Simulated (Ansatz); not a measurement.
# Phonon transport in GaN (P6_3mc), part 2 of 2

How well does the lattice of GaN conduct heat?

Experimental results on record:
- thermal conductivity 210 W/m/K near room temperature (given in “Combining the AFLOW GIBBS and Elastic Libraries to efficiently and robustly screen thermo-mechanical properties of solids”, 2017, arXiv:1611.05714)

Ansatz 0.2.0; DFT LDA, scalar-relativistic, plane waves, PAW; PAW set soft_1.

So far, κ at 300 K (relaxation time) (W/m/K): step 5 (third-order constants on small settings) 309. Also highest frequency (cm⁻¹): step 5 736. The relaxed cell has a = 3.152, c = 5.138 Å (conventional setting).

The database entry behind the starting cell differs from later determinations by our own check (about 0.3 % short, ideal inner coordinate), so it need not match the best structure at ambient conditions.

### Step 6. Third-order constants and the Boltzmann equation, pair cutoff 3.848 Å, distances inside cutoff 3

The supercell must be wider than twice the pair cutoff, and the number of displaced cells grows with the pairs inside it, which is where the cost lies.

Input file input.yaml:

```yaml
crystal:
  lattice:
    - [3.15164975, 0.0, 0.0]
    - [-1.575824875, 2.7294087473, 0.0]
    - [0.0, 0.0, 5.1383029334]
  atoms:
    - { symbol: Ga, position: [0.3333333333, 0.6666666667, -0.0006990692] }
    - { symbol: Ga, position: [0.6666666667, 0.3333333333, 0.4993009308] }
    - { symbol: "N", position: [0.3333333333, 0.6666666667, 0.3756990692] }
    - { symbol: "N", position: [0.6666666667, 0.3333333333, 0.8756990692] }
kpoints:
  mp_grid: { grid: [12, 12, 4] }
hamiltonian:
  xc: lda
  pseudopotentials: { kind: paw, azcp: { folder: soft_1 }, xc_functional: pbe }
scf:
  occupations: { method: fixed }
  lower_state_search: "off"
output:
  eigenvalues: true
phonons:
  method: fd
  dielectric: true
  qmesh: [6, 6, 4]
  temperatures: { t_max: 1000, t_step: 50 }
  qpath:
    path:
      - [[0.0, 0.0, 0.0], [0.5, 0.0, 0.0], [0.33333333, 0.33333333, 0.0], [0.0, 0.0, 0.0], [0.0, 0.0, 0.5], [0.5, 0.0, 0.5], [0.33333333, 0.33333333, 0.5], [0.0, 0.0, 0.5]]
      - [[0.5, 0.0, 0.5], [0.5, 0.0, 0.0]]
      - [[0.33333333, 0.33333333, 0.0], [0.33333333, 0.33333333, 0.5]]
    npoints: 10
  third_order: { supercell: [3, 3, 2], pair_cutoff: 3.848 }
  lattice_thermal_conductivity:
    qmesh: [23, 23, 13]
    temperatures: [50.0, 100.0, 150.0, 200.0, 300.0, 400.0, 500.0, 600.0, 800.0, 1000.0]
    isotope_mass_variance:
      - { species: Ga, variance: 0.0001971 }
      - { species: "N", variance: 1.838e-05 }
    solution: relaxation_time
```

Launch:

```
> ansatz run input.yaml --threads 18 --pin off --max-ram 92160MiB --backend cuda --events-out ev --progress --plain --runs-dir out
```

Run time: 24 min. Hardware: 1 × NVIDIA GB200 with 18 threads of Arm Neoverse V2, shared host; peak memory 3.7 GiB.

This step gave:

```yaml
kappa_at_300_k_relaxation_time: 240.7 W/m/K
mean_free_path_at_half_of_kappa: 348 nm
share_of_kappa_above_the_three_lowest_branches: 0.325
third_order_blocks: 1444
periodic_aliases_dropped: 168
largest_relative_sum_rule_correction: 0.3378
displaced_cells_third_order: 652
```

LO-TO term included. Phonon branches along the path, in cm⁻¹:

| point | branch 1 | branch 2 | branch 3 | branch 4 | branch 9 | branch 10 | branch 11 | branch 12 |
| --- | --- | --- | --- | --- | --- | --- | --- | --- |
| Γ | 0 | 0 | 0 | 140 | 570 | 570 | 698 | 736 |
| halfway | 106 | 115 | 176 | 212 | 596 | 638 | 686 | 722 |
| M | 137 | 184 | 195 | 237 | 613 | 646 | 679 | 699 |
| halfway | 180 | 192 | 222 | 235 | 624 | 646 | 671 | 694 |
| K | 212 | 212 | 217 | 257 | 649 | 653 | 653 | 690 |
| halfway | 130 | 140 | 194 | 224 | 608 | 639 | 682 | 716 |
| Γ | 0 | 0 | 0 | 140 | 570 | 570 | 698 | 736 |
| halfway | 61 | 61 | 129 | 132 | 568 | 568 | 703 | 727 |
| A | 107 | 107 | 107 | 107 | 564 | 564 | 715 | 715 |
| halfway | 151 | 151 | 174 | 174 | 607 | 607 | 706 | 706 |
| L | 170 | 170 | 174 | 174 | 609 | 609 | 691 | 691 |
| halfway | 160 | 160 | 212 | 212 | 638 | 638 | 686 | 686 |
| H | 157 | 157 | 241 | 241 | 664 | 664 | 672 | 672 |
| halfway | 166 | 166 | 179 | 179 | 614 | 614 | 701 | 701 |
| A | 107 | 107 | 107 | 107 | 564 | 564 | 715 | 715 |
| jump to L | 170 | 170 | 174 | 174 | 609 | 609 | 691 | 691 |
| halfway | 150 | 167 | 190 | 210 | 609 | 636 | 685 | 696 |
| M | 137 | 184 | 195 | 237 | 613 | 646 | 679 | 699 |
| jump to K | 212 | 212 | 217 | 257 | 649 | 653 | 653 | 690 |
| halfway | 183 | 183 | 225 | 253 | 657 | 660 | 660 | 685 |
| H | 157 | 157 | 241 | 241 | 664 | 664 | 672 | 672 |

The lattice thermal conductivity by temperature:

| temperature (K) | RTA xx (W/m/K) | RTA zz (W/m/K) |
| --- | --- | --- |
| 50 | 2314 | 2597 |
| 100 | 860 | 953 |
| 150 | 518 | 546 |
| 200 | 368 | 379 |
| 300 | 239 | 244 |
| 400 | 183 | 187 |
| 500 | 151 | 154 |
| 600 | 130 | 132 |
| 800 | 102 | 104 |
| 1000 | 85.0 | 86.6 |

Phonopy on the run's constants, 21x21x11 mesh, Gaussian sigma 5.6 cm⁻¹. Table of modes by wavenumber; read off at these points; values in 1/cm⁻¹/cell:

| wavenumber (cm⁻¹) | Ga | N |
| --- | --- | --- |
| 0.0 | 4.0e-5 | 1.0e-5 |
| 20.0 | 1.6e-4 | 3.3e-5 |
| 40.0 | 6.5e-4 | 1.3e-4 |
| 60.0 | 0.00147 | 2.7e-4 |
| 80.0 | 0.00292 | 5.1e-4 |
| 100.0 | 0.00544 | 8.8e-4 |
| 120.0 | 0.0105 | 0.00153 |
| 140.0 | 0.0230 | 0.00294 |
| 160.0 | 0.0408 | 0.00437 |
| 180.0 | 0.0370 | 0.00336 |
| 200.0 | 0.0301 | 0.00232 |
| 220.0 | 0.0251 | 0.00166 |
| 240.0 | 0.0193 | 0.00109 |
| 260.0 | 0.00663 | 6.0e-4 |
| 280.0 | 0.0116 | 7.8e-4 |
| 300.0 | 0.0324 | 8.8e-4 |
| 307.7 | 0.0360 | 7.4e-4 |
| 320.0 | 0.0297 | 4.2e-4 |
| 340.0 | 0.00516 | 4.9e-5 |
| 360.0 | 2.9e-6 | 0 |
| 380.0 | 0 | 0 |
| 400.0 | 0 | 0 |
| 420.0 | 0 | 0 |
| 440.0 | 0 | 0 |
| 460.0 | 0 | 0 |
| 480.0 | 0 | 0 |
| 500.0 | 0 | 0 |
| 520.0 | 0 | 0 |
| 540.0 | 1.6e-4 | 8.6e-4 |
| 560.0 | 0.00197 | 0.0123 |
| 580.0 | 0.00632 | 0.0520 |
| 586.3 | 0.00673 | 0.0602 |
| 600.0 | 0.00433 | 0.0463 |
| 620.0 | 0.00229 | 0.0332 |
| 640.0 | 0.00149 | 0.0339 |
| 660.0 | 2.5e-4 | 0.00816 |
| 680.0 | 9.9e-4 | 0.0350 |
| 693.8 | 0.00167 | 0.0522 |
| 700.0 | 0.00191 | 0.0433 |
| 720.0 | 0.00181 | 0.0141 |
| 740.0 | 1.3e-4 | 7.6e-4 |
| 760.0 | 0 | 0 |

Distinct triplets, nearest first. Third order norms, by row:

| sites | side 1 (Å) | side 2 (Å) | side 3 (Å) | norm of the 27 components (eV/Å³) |
| --- | --- | --- | --- | --- |
| Ga-Ga-Ga | 0 | 0 | 0 | 140 |
| N-N-N | 0 | 0 | 0 | 152.4 |
| Ga-N-N | 0 | 1.93 | 1.93 | 62.31 |
| Ga-N-Ga | 0 | 1.93 | 1.93 | 61.32 |
| Ga-Ga-N | 0 | 1.93 | 1.93 | 58.93 |
| Ga-N-N | 0 | 1.93 | 1.93 | 60.54 |
| Ga-Ga-N | 1.93 | 1.93 | 3.15 | 1.334 |
| Ga-Ga-N | 1.93 | 1.93 | 3.15 | 1.337 |
| Ga-N-N | 1.93 | 1.93 | 3.15 | 0.962 |
| Ga-N-N | 1.93 | 1.93 | 3.15 | 0.745 |
| Ga-Ga-Ga | 0 | 3.15 | 3.15 | 3.174 |
| Ga-Ga-Ga | 3.15 | 3.15 | 3.15 | 0.387 |
| Ga-Ga-Ga | 3.15 | 3.15 | 3.15 | 0.384 |
| Ga-Ga-Ga | 3.15 | 3.15 | 3.15 | 0.226 |
| Ga-Ga-Ga | 3.15 | 3.15 | 3.15 | 0.249 |
| Ga-Ga-Ga | 0 | 3.15 | 3.15 | 3.325 |
| Ga-Ga-Ga | 0 | 3.15 | 3.15 | 3.464 |
| N-N-N | 0 | 3.15 | 3.15 | 2.707 |
| N-N-N | 3.15 | 3.15 | 3.15 | 0.186 |
| N-N-N | 3.15 | 3.15 | 3.15 | 0.224 |
| N-N-N | 3.15 | 3.15 | 3.15 | 0.231 |
| N-N-N | 3.15 | 3.15 | 3.15 | 0.248 |
| N-N-N | 0 | 3.15 | 3.15 | 3.056 |
| N-N-N | 0 | 3.15 | 3.15 | 2.871 |
| Ga-Ga-N | 1.93 | 3.15 | 3.2 | 0.366 |
| Ga-N-N | 1.93 | 3.15 | 3.2 | 0.296 |
| Ga-N-N | 0 | 3.2 | 3.2 | 0.788 |
| Ga-N-Ga | 0 | 3.2 | 3.2 | 0.923 |
| Ga-N-Ga | 1.93 | 3.15 | 3.69 | 0.268 |
| Ga-N-N | 1.93 | 3.15 | 3.69 | 0.355 |

Born charge (rows field, columns displacement) (e), principal values of the symmetric part by kind of site:

| atom | atoms with these values | low | middle | high | mean |
| --- | --- | --- | --- | --- | --- |
| Ga1 | 2 | 2.59 | 2.59 | 2.72 | 2.63 |
| N3 | 2 | -2.72 | -2.59 | -2.59 | -2.63 |

In full for Ga1:

```
2.59 0.00 0.00
0.00 2.59 0.00
0.00 0.00 2.72
```

RTA, 300 K. Kappa by branch, by row:

| branch (by rank) | mean frequency (THz) | mean rms speed (km/s) | median lifetime (ps) | share of kappa |
| --- | --- | --- | --- | --- |
| 1 | 4.25 | 2.18 | 34.5 | 0.2 |
| 2 | 4.66 | 2.56 | 38.2 | 0.226 |
| 3 | 5.6 | 2.23 | 44.2 | 0.248 |
| 4 | 6.3 | 2.54 | 39.8 | 0.155 |
| 5 | 8.18 | 3.04 | 9.34 | 0.142 |
| 6 | 9.23 | 1.61 | 4.38 | 0.011 |
| 7 | 17.36 | 1.03 | 5.04 | 0.001 |
| 8 | 17.74 | 1.32 | 5.87 | 0.003 |
| 9 | 18.32 | 1.51 | 6.7 | 0.004 |
| 10 | 18.92 | 1.4 | 10.3 | 0.005 |
| 11 | 20.56 | 0.81 | 13 | 0.002 |
| 12 | 21.12 | 0.83 | 6.74 | 0.001 |

Spectral kappa at 300 K, relaxation time (W/m/K/THz) against frequency; read off at these points:

frequency (THz), spectral kappa at 300 K, relaxation time (W/m/K/THz) and a bar:
```
     0.25        0.0 
     0.75       13.9 #########
     1.25       48.2 ##############################
     2.25       40.4 #########################
     2.75       36.5 #######################
     3.25       26.3 ################
     3.75       28.7 ##################
     4.25       23.9 ###############
     5.25       35.1 ######################
     5.75       48.0 ##############################
     6.25       44.1 ###########################
     6.75       32.9 #####################
     7.25       14.2 #########
     7.75        8.0 #####
     8.75        2.9 ##
     9.25        2.1 #
     9.75        0.8 
    10.25        0.0 
    10.75        0.0 
    11.75        0.0 
    12.25        0.0 
    12.75        0.0 
    13.25        0.0 
    13.75        0.0 
    14.75        0.0 
    15.25        0.0 
    15.75        0.0 
    16.25        0.0 
    16.75        0.1 
    17.25        0.5 
    18.25        1.3 #
    18.75        1.2 #
    19.25        1.2 #
    19.75        0.8 #
    20.25        0.5 
    21.25        0.2 
    21.75        0.0 
    22.25        0.0
```

Relaxation-time solution. Share of κ carried by shorter paths against mean free path:

| mean free path (nm) | 50 K | 300 K | 1000 K |
| --- | --- | --- | --- |
| 1.47 | 0 | 0 | 0.001 |
| 3.16 | 0 | 0 | 0.01 |
| 4.64 | 0 | 0.001 | 0.022 |
| 10 | 0 | 0.008 | 0.043 |
| 14.7 | 0 | 0.015 | 0.055 |
| 31.6 | 0 | 0.03 | 0.145 |
| 68.1 | 0 | 0.078 | 0.37 |
| 100 | 0 | 0.159 | 0.501 |
| 215 | 0.003 | 0.39 | 0.707 |
| 464 | 0.011 | 0.603 | 0.902 |
| 681 | 0.016 | 0.668 | 0.927 |
| 1470 | 0.026 | 0.794 | 0.977 |
| 2150 | 0.032 | 0.851 | 0.995 |
| 4640 | 0.063 | 0.939 | 1 |
| 10000 | 0.115 | 1 | 1 |
| 14700 | 0.159 | 1 | 1 |
| 31600 | 0.283 | 1 | 1 |
| 68100 | 0.47 | 1 | 1 |
| 1.0e5 | 0.554 | 1 | 1 |
| 2.2e5 | 0.763 | 1 | 1 |
| 3.2e5 | 0.858 | 1 | 1 |
| 6.8e5 | 1 | 1 | 1 |

300 K; a sample spread over frequency. Mode lifetimes, by row, the first 40 of 90 rows:

| q1 | q2 | q3 | branch | frequency (THz) | rms speed (km/s) | three-phonon rate (1/ps) | isotope rate (1/ps) | lifetime (ps) | mean free path (nm) |
| --- | --- | --- | --- | --- | --- | --- | --- | --- | --- |
| 0 | 0 | 0.0769 | 1 | 0.584 | 3.87 | 0.00103 | 2.00e-7 | 967 | 3740 |
| 0.0435 | 0.1304 | 0.0769 | 1 | 2.319 | 3.65 | 0.00491 | 1.28e-4 | 198 | 724 |
| 0 | 0 | 0.4615 | 1 | 3.028 | 2.41 | 0.00732 | 4.75e-4 | 128 | 309 |
| 0.0435 | 0.2174 | 0.1538 | 2 | 3.494 | 2.9 | 0.0172 | 0.00101 | 54.9 | 160 |
| 0.087 | 0.2174 | 0.0769 | 2 | 3.762 | 3.21 | 0.0181 | 0.00165 | 50.6 | 163 |
| 0 | 0 | 0.2308 | 5 | 4 | 0.89 | 0.0217 | 0.00254 | 41.2 | 36.7 |
| 0.087 | 0.1304 | 0.4615 | 1 | 4.154 | 3.05 | 0.023 | 0.0038 | 37.3 | 114 |
| 0.087 | 0.3043 | 0.2308 | 1 | 4.291 | 1.56 | 0.0313 | 0.00431 | 28.1 | 43.8 |
| 0.0435 | 0.3478 | 0.3077 | 1 | 4.429 | 1.3 | 0.0364 | 0.00549 | 23.9 | 31.1 |
| 0 | 0.3478 | 0 | 2 | 4.558 | 2.77 | 0.0211 | 0.00778 | 34.7 | 96 |
| 0 | 0.3478 | 0.3846 | 2 | 4.65 | 1.91 | 0.0391 | 0.0105 | 20.2 | 38.5 |
| 0.1739 | 0.2174 | 0 | 2 | 4.726 | 3.08 | 0.0253 | 0.00867 | 29.4 | 90.6 |
| 0.087 | 0.3043 | 0.4615 | 1 | 4.812 | 2.16 | 0.0327 | 0.00926 | 23.8 | 51.3 |
| 0.1304 | 0.1304 | 0.4615 | 3 | 4.906 | 2.19 | 0.021 | 0.00832 | 34.1 | 74.6 |
| 0.0435 | 0.4348 | 0.2308 | 2 | 5.018 | 1.47 | 0.0177 | 0.0108 | 35.1 | 51.6 |
| 0 | 0.4783 | 0.4615 | 2 | 5.109 | 1.38 | 0.0198 | 0.011 | 32.4 | 44.8 |
| 0 | 0.3478 | 0.3846 | 3 | 5.23 | 1.35 | 0.021 | 0.00886 | 33.5 | 45.2 |
| 0.1739 | 0.3478 | 0.0769 | 1 | 5.328 | 2.58 | 0.0157 | 0.00999 | 38.9 | 100 |
| 0.0435 | 0.4348 | 0.3846 | 3 | 5.433 | 1.72 | 0.0185 | 0.0116 | 33.3 | 57.2 |
| 0.1739 | 0.3043 | 0.2308 | 2 | 5.532 | 2.75 | 0.0127 | 0.0115 | 41.4 | 114 |
| 0 | 0.2174 | 0 | 4 | 5.65 | 6.01 | 0.0036 | 0.0119 | 64.6 | 389 |
| 0.1739 | 0.3913 | 0 | 2 | 5.744 | 1.21 | 0.00855 | 0.00868 | 58.1 | 70.1 |
| 0.1304 | 0.2174 | 0 | 3 | 5.866 | 2.13 | 0.0111 | 0.0131 | 41.2 | 87.6 |
| 0.087 | 0.3478 | 0.0769 | 3 | 5.976 | 2 | 0.00882 | 0.0119 | 48.2 | 96.5 |
| 0.2609 | 0.3043 | 0.0769 | 2 | 6.133 | 1.98 | 0.00808 | 0.0112 | 51.8 | 103 |
| 0.087 | 0.2174 | 0.3077 | 4 | 6.296 | 2.64 | 0.00713 | 0.0105 | 56.8 | 150 |
| 0.1304 | 0.4348 | 0.3077 | 4 | 6.437 | 2.49 | 0.00623 | 0.0113 | 57.1 | 142 |
| 0.2174 | 0.3913 | 0.0769 | 3 | 6.598 | 1.53 | 0.00485 | 0.0112 | 62.3 | 95.2 |
| 0.3043 | 0.3043 | 0.3077 | 3 | 6.755 | 1.4 | 0.00546 | 0.0104 | 62.9 | 87.9 |
| 0.1739 | 0.3913 | 0.1538 | 4 | 6.947 | 1.8 | 0.0182 | 0.0102 | 35.2 | 63.2 |
| 0.1304 | 0.3913 | 0 | 4 | 7.102 | 0.79 | 0.0365 | 0.0163 | 19 | 14.9 |
| 0.0435 | 0.2609 | 0 | 5 | 7.271 | 2.08 | 0.0516 | 0.00971 | 16.3 | 33.9 |
| 0.1739 | 0.2174 | 0.0769 | 5 | 7.514 | 3.51 | 0.0344 | 0.00499 | 25.4 | 88.9 |
| 0.1304 | 0.1739 | 0.4615 | 5 | 8.071 | 3.81 | 0.0728 | 0.00464 | 12.9 | 49.2 |
| 0.1739 | 0.1739 | 0.4615 | 5 | 8.48 | 3.35 | 0.0964 | 0.00883 | 9.5 | 31.9 |
| 0.2609 | 0.3043 | 0.1538 | 5 | 8.742 | 1.85 | 0.126 | 0.0143 | 7.14 | 13.2 |
| 0.3043 | 0.3478 | 0.1538 | 6 | 8.917 | 1.79 | 0.144 | 0.0216 | 6.05 | 10.8 |
| 0.1739 | 0.2174 | 0.4615 | 6 | 9.032 | 2.37 | 0.118 | 0.0367 | 6.44 | 15.3 |
| 0.1304 | 0.3478 | 0.2308 | 5 | 9.121 | 2.81 | 0.12 | 0.0328 | 6.53 | 18.3 |
| 0.0435 | 0.3478 | 0 | 6 | 9.241 | 1.12 | 0.226 | 0.0325 | 3.86 | 4.31 |

Without the LO-TO term. Gamma linewidths, by row:

| branch | frequency (cm⁻¹) | three-phonon rate (1/ps) | isotope rate (1/ps) | FWHM (cm⁻¹) |
| --- | --- | --- | --- | --- |
| 4 | 139.9 | 0.0219 | 0.00415 | 0.138 |
| 5 | 139.9 | 0.0219 | 0.00415 | 0.138 |
| 6 | 335.9 | 0.361 | 0.00559 | 1.95 |
| 7 | 538.4 | 1.82 | 0 | 9.67 |
| 8 | 560.4 | 0.426 | 9.27e-4 | 2.27 |
| 9 | 560.4 | 0.426 | 9.27e-4 | 2.27 |
| 10 | 569.6 | 0.139 | 0.00955 | 0.786 |
| 11 | 569.6 | 0.139 | 0.00955 | 0.786 |
| 12 | 698 | 0.0557 | 0.0234 | 0.42 |

W/m/K, third of the trace; RTA populations with a boundary rate v/L added to each mode (Matthiessen's rule). Kappa by grain size, by row:

| T (K) | bulk | 10 nm | 30 nm | 100 nm | 300 nm | 1000 nm | 10000 nm | 100000 nm |
| --- | --- | --- | --- | --- | --- | --- | --- | --- |
| 100 | 890.7 | 7.382 | 20.19 | 54.06 | 112.7 | 211.2 | 499.1 | 774.2 |
| 300 | 240.6 | 13.03 | 30.58 | 66.22 | 110.8 | 159.8 | 220.7 | 238 |
| 600 | 130.5 | 12.9 | 27.59 | 53.18 | 80.14 | 104.6 | 126.1 | 130 |

W/m/K, third of the trace; RTA populations with the isotope rates scaled. Kappa by mass disorder, by row:

| T (K) | no isotopes | as typed | variance x 3 | variance x 10 | variance x 30 |
| --- | --- | --- | --- | --- | --- |
| 100 | 1644 | 890.7 | 635 | 377.1 | 203.1 |
| 300 | 396 | 240.6 | 177.9 | 122.3 | 81 |
| 600 | 186.3 | 130.5 | 97.8 | 67.61 | 46.67 |

At 300 K the relaxation-time value is 241 W/(m K).

### Step 7. The ladder

Ladder, by row:

| cells or q mesh | k mesh | pair cutoff | atoms in the supercell | q-mesh of the transport sums | κ at 300 K (relaxation time) (W/m/K) | κ at 300 K (full solution) (W/m/K) | core-minutes |
| --- | --- | --- | --- | --- | --- | --- | --- |
| 6x6x4 | 12x12x4 | 2.084 | 72 | 13×13×7 | 308.6 | 304.5 | 44.3 |
| 6x6x4 | 12x12x4 | 3.848 | 72 | 23×23×13 | 240.7 | - | 166.2 |

### Step 8. Results

```json
{
 "highest frequency": "735.6 cm⁻¹",
 "Debye temperature from the second moment": "885 K",
 "κ at 300 K (relaxation time)": "240.7 W/m/K",
 "mean free path at half of κ": "348 nm",
 "share of κ above the three lowest branches": "0.325"
}
```

What this shows: The lattice of GaN conducts 241 W/(m K) at 300 K by LDA (mean over directions, relaxation-time solution). Above 300 K the relaxation-time κ falls as T^-0.85. Grains of 100 nm would keep 28 % of the bulk value at 300 K, and grains of 1 µm 66 %. Removing the natural isotope disorder raises κ at 300 K by 65 %. The first rung (72 atoms, cutoff 2.08 Å) gave 309 W/(m K) by relaxation time for 0.27 times the cost of the last; short cutoffs miss scattering channels and can err either way, and the meshes changed too. A measured thermal conductivity near room temperature is 210 W/m/K (arXiv:1611.05714); the calculated 241 W/m/K differs by +15 %. Four-phonon, defect and boundary scattering, which are left out, would lower the calculated value; thermal expansion is left out too. The last run computed the relaxation-time solution alone; it counts normal processes as resistive, so the full solution usually lies higher, most of all in good conductors. The sum rules changed one orbit of cubic constants by up to 34 %; by the manual a large change points to a short cutoff or, on a small and distant orbit, to noisy forces. Below 100 K the values hang on the q-mesh and, in a real crystal, on its size. The conductivities include the coherence part between close branches; the shares for grains, isotopes, branches and paths are of the relaxation-time populations alone. Cubic couplings among atoms farther apart than the pair cutoff are dropped, and neither the cutoff nor the q-mesh was shown to be converged here. The interpolation has no quadrupole term, so branches near the zone centre are less sure, since this crystal has sites that are not centres of inversion. The PAW files were made for PBE and are used here under another functional, for which the program regenerates the frozen cores.

[Logs are printed without paths, hosts, clocks, repeated set-up lines and the standing remarks that a program may print on its own settings, such as how far it seeks lower states.]

[Hosts, paths, dates, database ids (printed as entryN), source tags and the programs' standing remarks are cut or masked in the printed files.]

[A step with changed settings may run another functional than the one named; its input shows which.]
